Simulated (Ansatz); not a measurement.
Planning a GW calculation on WS2 (Tungstenite).

```
W S
1.0
     3.15320    0.00000    0.00000
    -1.57660    2.73075    0.00000
     0.00000    0.00000   12.32300
W S
2 4
Direct
  0.33333 0.66667 0.25000
  0.66667 0.33333 0.75000
  0.33333 0.66667 0.62250
  0.66667 0.33333 0.12250
  0.33333 0.66667 0.87750
  0.66667 0.33333 0.37750
```

The cell and positions come from the Crystallography Open Database and are kept as given unless a step says otherwise. Spin-orbit coupling is left out unless a run names it.

Runs so far (Ansatz 0.2.0, start PBE, hard PAW files, 9×9×2 mesh). Times are wall times on 1 × NVIDIA H100 80GB HBM3 (shared by 6 runs) with 3 threads of AMD EPYC 7R13 (Zen 3), shared host, good to a factor of about two.

| bands summed | cutoff (eV) | gap on the mesh (eV) | time |
| --- | --- | --- | --- |
| 317 | 110 | 1.456 | 1.7 min |
| 671 | 190 | 1.496 | 5.3 min |

Q: What should the next rung give, with 1108 bands and screening to 270 eV, and where is the limit?

The error falls about as one over the bands when the cutoff rises with them. A line through the two highest rungs given predicts 1.510 eV; the run gave 1.510 eV, close to it. The two highest rungs put the limit near 1.532 eV, the pair below near 1.532 eV; their difference is a rough measure of what is unsettled in bands and cutoff; the mesh is a separate error.

The 9×9×2 mesh misses a band edge: on 12×12×2 the PBE gap is 0.98 eV, so these values are not the fundamental gap, which lies some 0.11 eV lower. Limits: not at the basis limit; no spin-orbit coupling.

[Paths, hosts, dates, memory and timing lines, banners, echoed tables and standing remarks are left out of the program output.]

[Logs are printed without paths, hosts, clocks, repeated set-up lines and the standing remarks that a program may print on its own settings, such as how far it seeks lower states.]

[Runs of the session that timed out or met a known fault of the program may be left out.]

[Cells called generated may have been cut or substituted from an entry of the Crystallography Open Database or the Materials Project.]

[Hosts, paths, dates, database ids (printed as entryN), source tags and the programs' standing remarks are cut or masked in the printed files.]
